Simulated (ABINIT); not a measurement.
# A GW run on Cl (Cmce) in ABINIT, with inputs changed

A base run on Cl (Cmce), then changed inputs.

Method: PBE and many-body steps on it, plane waves, in ABINIT 10.8.3.

### Step 1. Starting point

It takes space group Cmce (No. 64, orthorhombic). The conventional cell has a = 6.290 Å, b = 4.500 Å, c = 8.210 Å, α = 90.00°, β = 90.00°, γ = 90.00°. Nearest to Cl lie 1 Cl at 2.02 Å.

The cell and positions come from the Crystallography Open Database and are kept as given unless a step says otherwise.

### Step 2. Screening, 4×4×2 mesh, 262 bands, screening to 152.4 eV

This step: ABINIT 10.8.3; RPA screening on PBE, plane waves, norm-conserving pseudopotentials.

The RPA dielectric matrix is built and inverted for each q.

run.abi reads:

```
acell 3*1.0 Angstrom
rprim 
  3.145000000000 -2.250000000000 0.000000000000
  3.145000000000 2.250000000000 0.000000000000
  0.000000000000 0.000000000000 8.210000000000
ntypat 1
znucl 17
natom 4
typat 1 1 1 1
xred 
  0.870000000000 0.130000000000 0.100000000000
  0.630000000000 0.370000000000 0.600000000000
  0.130000000000 0.870000000000 0.900000000000
  0.370000000000 0.630000000000 0.400000000000
pp_dirpath "pseudos"
pseudos "Cl.upf"
ecut 25
ngkpt 4 4 2
nshiftk 1
shiftk 0 0 0
kptopt 1
chksymbreak 0
istwfk *1
occopt 1
irdwfk 1
optdriver 3
nband 262
ecuteps 5.6
inclvkb 2
awtr 1
symchi 1
indata_prefix "in"
outdata_prefix "out"
tmpdata_prefix "tmp"
```

Started as:

```console
> OMP_NUM_THREADS=1 mpirun -n 8 abinit run.abi > log
```

The program printed:

```text
.Version 10.8.3 of ABINIT. v10.8.2 released Aug 2026.

 Symmetries : space group Cm c a (# 64); Bravais oC (1-face-center ortho.)
[... echo of the input left out ...]
== DATASET  1 ==================================================================
-   mpi_nproc: 8, omp_nthreads: 1 (-1 if OMP is not activated)

--- !DatasetInfo
iteration_state: {dtset: 1, }
dimensions: {natom: 4, nkpt: 14, mband: 262, nsppol: 1, nspinor: 1, nspden: 1, mpw: 4726, }
cutoff_energies: {ecut:  25.0, pawecutdg:  -1.0, }
electrons: {nelect:   2.80000000E+01, charge:   0.00000000E+00, occopt:   1.00000000E+00, tsmear:   1.00000000E-02, }

 SCREENING: Calculation of the susceptibility and dielectric matrices

 Based on a program developped by R.W. Godby, V. Olevano, G. Onida, and L. Reining.
 Incorporated in ABINIT by V. Olevano, G.-M. Rignanese, and M. Torrent.
.Using double precision arithmetic ; gwpc =  8

[... cell and pseudopotentials left out ...]
--------------------------------------------------------------------------------

 ==== K-mesh for the wavefunctions ====
 Number of points in the irreducible wedge :    14
[... list of points left out ...]
 Together with  8 symmetry operations and time-reversal symmetry
 yields    32 points in the full Brillouin Zone.

 ==== Q-mesh for the screening function ====
 Number of points in the irreducible wedge :    14
[... list of points left out ...]
 Together with  8 symmetry operations and time-reversal symmetry
 yields    32 points in the full Brillouin Zone.

 setmesh: FFT mesh size selected  =    30x   30x   54
          total number of points  =        48600

 vcoul_init : cutoff-mode = AUXILIARY_FUNCTION
 q-points for optical limit:   1
     1)      0.000010    0.000020    0.000030

- screening: taking advantage of time-reversal symmetry
- Maximum band index for partially occupied states nbvw = 14
- Remaining bands to be divided among processors   nbcw = 248
- Number of bands treated by each node ~31

 Number of electrons calculated from density =   28.0000; Expected =   28.0000
 average of density, n =  0.035710
 r_s =    1.8838
 omega_plasma =   18.2284 [eV]

 calculating chi0 at frequencies [eV] :
  1    0.000000E+00    0.000000E+00
  2    0.000000E+00    1.822838E+01

--------------------------------------------------------------------------------
  q-point number  1        q = ( 0.000000, 0.000000, 0.000000) [r.l.u.]
--------------------------------------------------------------------------------
[... chi0 elements left out ...]
 For q-point:  0.000010 0.000020 0.000030
  dielectric constant =   2.8117
  dielectric constant without local fields =   3.4619

  Average fulfillment of the sum rule on Im[epsilon] for q-point    1 :     80.97  [%]
[... wings left out ...]
  q-point number  2        q = ( 0.250000, 0.000000, 0.000000) [r.l.u.]
--------------------------------------------------------------------------------
[... chi0 elements left out ...]
  Average fulfillment of the sum rule on Im[epsilon] for q-point    2 :     82.82  [%]

 [... 12 further q-points ...]
```

The job ended after 2.9 min (8 MPI ranks of Arm Neoverse V2, shared host; peak memory 4.9 GiB).

Numbers from this step:

```yaml
eps_infinity_with_local_fields_on_this_mesh_along_the_program_s_q_direction: 2.812
the_same_without_local_fields: 3.462
plasma_frequency: 18.23 eV
plane_waves_in_the_screening_matrix: 487
```

Local fields lower ε∞ by 19 %. On a Γ-centred mesh this coarse the value itself is usually too large, while a short band sum pulls it down.

### Step 3. Base

The self-energy is evaluated for the states that the input lists, and the levels follow from it, in one-shot runs by the linearised quasiparticle equation.

This step: G0W0 on PBE, plane waves, norm-conserving pseudopotentials.

run.abi: that of step 2 with these lines changed.

```diff
@@ -25,8 +25,17 @@
 irdwfk 1
-optdriver 3
+optdriver 4
 nband 262
+gwcalctyp 0
+ecutsigx 25
+symsigma 1
+nkptgw 2
+kptgw 
+  0.5000000000 0.5000000000 0.0000000000
+  0.0000000000 0.0000000000 0.0000000000
+bdgw 
+  13 16
+  13 16
 ecuteps 5.6
-inclvkb 2
-awtr 1
-symchi 1
+irdscr 1
+ppmodel 1
 indata_prefix "in"
```

The program printed:

```text
.Version 10.8.3 of ABINIT. v10.8.2 released Aug 2026.

 Symmetries : space group Cm c a (# 64); Bravais oC (1-face-center ortho.)
[... echo of the input left out ...]
== DATASET  1 ==================================================================
-   mpi_nproc: 8, omp_nthreads: 1 (-1 if OMP is not activated)

--- !DatasetInfo
iteration_state: {dtset: 1, }
dimensions: {natom: 4, nkpt: 14, mband: 262, nsppol: 1, nspinor: 1, nspden: 1, mpw: 4726, }
cutoff_energies: {ecut:  25.0, pawecutdg:  -1.0, }
electrons: {nelect:   2.80000000E+01, charge:   0.00000000E+00, occopt:   1.00000000E+00, tsmear:   1.00000000E-02, }

 SIGMA: Calculation of the GW corrections

 Based on a program developped by R.W. Godby, V. Olevano, G. Onida, and L. Reining.
 Incorporated in ABINIT by V. Olevano, G.-M. Rignanese, and M. Torrent.
.Using double precision arithmetic ; gwpc =  8

[... cell and pseudopotentials left out ...]
--------------------------------------------------------------------------------

 ==== K-mesh for the wavefunctions ====
 Number of points in the irreducible wedge :    14
[... list of points left out ...]
 Together with  8 symmetry operations and time-reversal symmetry
 yields    32 points in the full Brillouin Zone.

 ==== Q-mesh for screening function ====
 Number of points in the irreducible wedge :    14
[... list of points left out ...]
 Together with  8 symmetry operations and time-reversal symmetry
 yields    32 points in the full Brillouin Zone.

 vcoul_init : cutoff-mode = AUXILIARY_FUNCTION
 q-points for optical limit:   1
     1)      0.000010    0.000020    0.000030
 setmesh: FFT mesh size selected  =    36x   36x   72
          total number of points  =        93312

 Number of electrons calculated from density =   28.0000; Expected =   28.0000
 average of density, n =  0.035710
 r_s =    1.8838
 omega_plasma =   18.2284 [eV]

 === KS Band Gaps ===
  >>>> For spin  1
   Minimum direct gap =   2.5251 [eV], located at k-point      :   0.0000  0.0000  0.0000
   Fundamental gap    =   2.4691 [eV], Top of valence bands at :   0.5000  0.5000  0.0000
                                       Bottom of conduction at :   0.0000  0.0000  0.0000
 SIGMA fundamental parameters:
 PLASMON POLE MODEL  1
 number of plane-waves for SigmaX                 4675
 number of plane-waves for SigmaC and W            487
 number of plane-waves for wavefunctions          4675
 number of bands                                   262
 number of independent spin polarizations            1
 number of spinorial components                      1
 number of k-points in IBZ                          14
 number of q-points in IBZ                          14
 number of symmetry operations                       8
 number of k-points in BZ                           32
 number of q-points in BZ                           32
 number of frequencies for dSigma/dE                 9
 frequency step for dSigma/dE [eV]                0.25
 number of omega for Sigma on real axis              0
 max omega for Sigma on real axis  [eV]           0.00
 zcut for avoiding poles [eV]                     0.10

 EPSILON^-1 parameters (SCR file):
 dimension of the eps^-1 matrix on file            487
 dimension of the eps^-1 matrix used               487
 number of plane-waves for wavefunctions          4675
 number of bands                                   262
 number of q-points in IBZ                          14
 number of frequencies                               2
 number of real frequencies                          1
 number of imag frequencies                          1

 matrix elements of self-energy operator (all in [eV])

 Perturbative Calculation

--- !SelfEnergy_ee
iteration_state: {dtset: 1, }
kpoint     : [   0.500,    0.500,    0.000, ]
spin       : 1
KS_gap     :    2.546
QP_gap     :    5.752
Delta_QP_KS:    3.206
data: !SigmaeeData |
     Band     E0 <VxcDFT>   SigX SigC(E0)      Z dSigC/dE  Sig(E)    E-E0       E
       13  -1.186 -14.321 -18.741   2.324   0.786  -0.272 -15.968  -1.648  -2.834
       14  -0.824 -14.674 -19.122   2.288   0.790  -0.266 -16.380  -1.707  -2.530
       15   1.722 -14.106  -8.998  -3.210   0.790  -0.265 -12.607   1.500   3.222
       16   1.912 -14.243  -9.064  -3.231   0.788  -0.269 -12.708   1.535   3.448

--- !SelfEnergy_ee
iteration_state: {dtset: 1, }
kpoint     : [   0.000,    0.000,    0.000, ]
spin       : 1
KS_gap     :    2.525
QP_gap     :    5.669
Delta_QP_KS:    3.143
data: !SigmaeeData |
     Band     E0 <VxcDFT>   SigX SigC(E0)      Z dSigC/dE  Sig(E)    E-E0       E
       13  -0.970 -14.511 -19.022   2.321   0.789  -0.267 -16.240  -1.728  -2.699
       14  -0.880 -14.708 -19.184   2.319   0.789  -0.268 -16.409  -1.701  -2.581
       15   1.645 -13.980  -8.981  -3.178   0.792  -0.262 -12.538   1.442   3.087
       16   2.208 -14.626  -9.222  -3.372   0.784  -0.276 -13.033   1.593   3.801

== END DATASET(S) ==============================================================
================================================================================

 -outvars: echo values of variables after computation  --------
           etotal      0.0000000000E+00
            nband         262
             nkpt          14
          spgroup          64
 [... the other variables as echoed above ...]

 Calculation completed.
```

It took 36 s on 8 MPI ranks; peak memory 5.2 GiB; 4.8 min of CPU time.

This step gave:

| Property | Result |
| --- | --- |
| G0W0 gap on the points computed | 5.617 eV |
| starting gap on the mesh | 2.469 eV |
| k of the valence top | 0.5, 0.5, 0 |
| k of the conduction bottom | 0, 0, 0 |
| Z at the valence top | 0.79 |
| Z at the conduction bottom | 0.792 |
| least direct G0W0 gap on the computed points | 5.668 eV |

The gap on the mesh goes from 2.47 eV to 5.62 eV, a correction of +3.15 eV.

### Step 4. Coulomb singularity

run.abi: that of step 3 with these lines changed.

```diff
@@ -40,2 +40,3 @@
 ppmodel 1
+gw_icutcoul 0
 indata_prefix "in"
```

The program printed:

```text
.Version 10.8.3 of ABINIT. v10.8.2 released Aug 2026.

 Symmetries : space group Cm c a (# 64); Bravais oC (1-face-center ortho.)
[... echo of the input left out ...]
== DATASET  1 ==================================================================
-   mpi_nproc: 8, omp_nthreads: 1 (-1 if OMP is not activated)

--- !DatasetInfo
iteration_state: {dtset: 1, }
dimensions: {natom: 4, nkpt: 14, mband: 262, nsppol: 1, nspinor: 1, nspden: 1, mpw: 4726, }
cutoff_energies: {ecut:  25.0, pawecutdg:  -1.0, }
electrons: {nelect:   2.80000000E+01, charge:   0.00000000E+00, occopt:   1.00000000E+00, tsmear:   1.00000000E-02, }

 SIGMA: Calculation of the GW corrections

 Based on a program developped by R.W. Godby, V. Olevano, G. Onida, and L. Reining.
 Incorporated in ABINIT by V. Olevano, G.-M. Rignanese, and M. Torrent.
.Using double precision arithmetic ; gwpc =  8

[... cell and pseudopotentials left out ...]
--------------------------------------------------------------------------------

 ==== K-mesh for the wavefunctions ====
 Number of points in the irreducible wedge :    14
[... list of points left out ...]
 Together with  8 symmetry operations and time-reversal symmetry
 yields    32 points in the full Brillouin Zone.

 ==== Q-mesh for screening function ====
 Number of points in the irreducible wedge :    14
[... list of points left out ...]
 Together with  8 symmetry operations and time-reversal symmetry
 yields    32 points in the full Brillouin Zone.

 === Spherical cutoff ===

  Cutoff radius .........    18.1612 [Bohr]
  Volume of the sphere ..   25091.28 [Bohr^3]
 q-points for optical limit:   1
     1)      0.000010    0.000020    0.000030
 setmesh: FFT mesh size selected  =    36x   36x   72
          total number of points  =        93312

[...]
number of omega for Sigma on real axis              0
 max omega for Sigma on real axis  [eV]           0.00
 zcut for avoiding poles [eV]                     0.10

 EPSILON^-1 parameters (SCR file):
 dimension of the eps^-1 matrix on file            487
 dimension of the eps^-1 matrix used               487
 number of plane-waves for wavefunctions          4675
 number of bands                                   262
 number of q-points in IBZ                          14
 number of frequencies                               2
 number of real frequencies                          1
 number of imag frequencies                          1

 matrix elements of self-energy operator (all in [eV])

 Perturbative Calculation

--- !SelfEnergy_ee
iteration_state: {dtset: 1, }
kpoint     : [   0.500,    0.500,    0.000, ]
spin       : 1
KS_gap     :    2.546
QP_gap     :    5.824
Delta_QP_KS:    3.278
data: !SigmaeeData |
     Band     E0 <VxcDFT>   SigX SigC(E0)      Z dSigC/dE  Sig(E)    E-E0       E
       13  -1.186 -14.321 -18.868   2.371   0.792  -0.263 -16.044  -1.723  -2.909
       14  -0.824 -14.674 -19.248   2.356   0.795  -0.257 -16.438  -1.765  -2.588
       15   1.722 -14.106  -9.018  -3.188   0.797  -0.255 -12.592   1.514   3.236
[...]
--- !SelfEnergy_ee
iteration_state: {dtset: 1, }
kpoint     : [   0.000,    0.000,    0.000, ]
spin       : 1
KS_gap     :    2.525
QP_gap     :    5.739
Delta_QP_KS:    3.214
data: !SigmaeeData |
     Band     E0 <VxcDFT>   SigX SigC(E0)      Z dSigC/dE  Sig(E)    E-E0       E
[...]
15   1.645 -13.980  -9.001  -3.159   0.798  -0.252 -12.527   1.453   3.098
       16   2.208 -14.626  -9.237  -3.333   0.791  -0.265 -13.001   1.626   3.833

== END DATASET(S) ==============================================================
================================================================================

 -outvars: echo values of variables after computation  --------
           etotal      0.0000000000E+00
            nband         262
             nkpt          14
          spgroup          64
 [... the other variables as echoed above ...]

 Calculation completed.
```

It took 36 s on 8 MPI ranks; peak memory 5.2 GiB; 4.8 min of CPU time.

Numbers from this step:

- G0W0 gap on the points computed: 5.686 eV
- starting gap on the mesh: 2.469 eV
- k of the valence top: 0.5, 0.5, 0
- k of the conduction bottom: 0, 0, 0
- Z at the valence top: 0.795
- Z at the conduction bottom: 0.798
- least direct G0W0 gap on the computed points: 5.739 eV

Against G0W0 in ABINIT (4×4×2 mesh, 262 bands, screening to 152.4 eV, Godby-Needs plasmon pole), the gap moves by +0.069 eV.

### Step 5. The runs together

Times are wall times on 8 MPI ranks of Arm Neoverse V2, shared host, good to a factor of about two. A run's time includes the screening step that it read.

| run | mesh | bands | screening cutoff (eV) | DFT gap (eV) | gap on the mesh (eV) | direct (eV) | ε∞ used | time |
| --- | --- | --- | --- | --- | --- | --- | --- | --- |
| base | 4×4×2 | 262 | 152.4 | 2.469 | 5.617 | 5.668 | 2.81 | 3.5 min |
| Coulomb singularity | 4×4×2 | 262 | 152.4 | 2.469 | 5.686 | 5.739 | 2.81 | 3.5 min |

### Step 6. Results

```
base                : 5.617 eV
Coulomb singularity : 5.686 eV
known limits        : not at the basis limit; coarse k mesh
```

In words: Coulomb singularity: +0.069 eV against base (keys changed: gw_icutcoul). Bands and cutoff are finite, so the gap is not at the basis limit. The miss can reach some tenths of an eV and take either sign; the mesh is an error of its own. In the G0W0 runs levels were corrected at 2 k points alone, so a gap called «on the mesh» is the least over those, and an edge elsewhere would be missed. The 4×4×2 mesh is coarse for this cell, which bears on the long-range parts of exchange and screening.

[Paths, hosts, dates, memory and timing lines, banners, echoed tables and standing remarks are left out of the program output.]

[Logs are printed without paths, hosts, clocks, repeated set-up lines and the standing remarks that a program may print on its own settings, such as how far it seeks lower states.]

[Runs of the session that timed out or met a known fault of the program may be left out.]

[Hosts, paths, dates, database ids (printed as entryN), source tags and the programs' standing remarks are cut or masked in the printed files.]

[G0W0 gaps are taken among the corrected bands and points alone; a level outside them can change the order at an edge.]

[Where Ansatz stands beside ABINIT at settings called matched, ABINIT's density can come from a denser mesh and the files from another edition; pairs whose starting gaps differed by over 0.03 eV were left out, so agreement reads better than it is.]
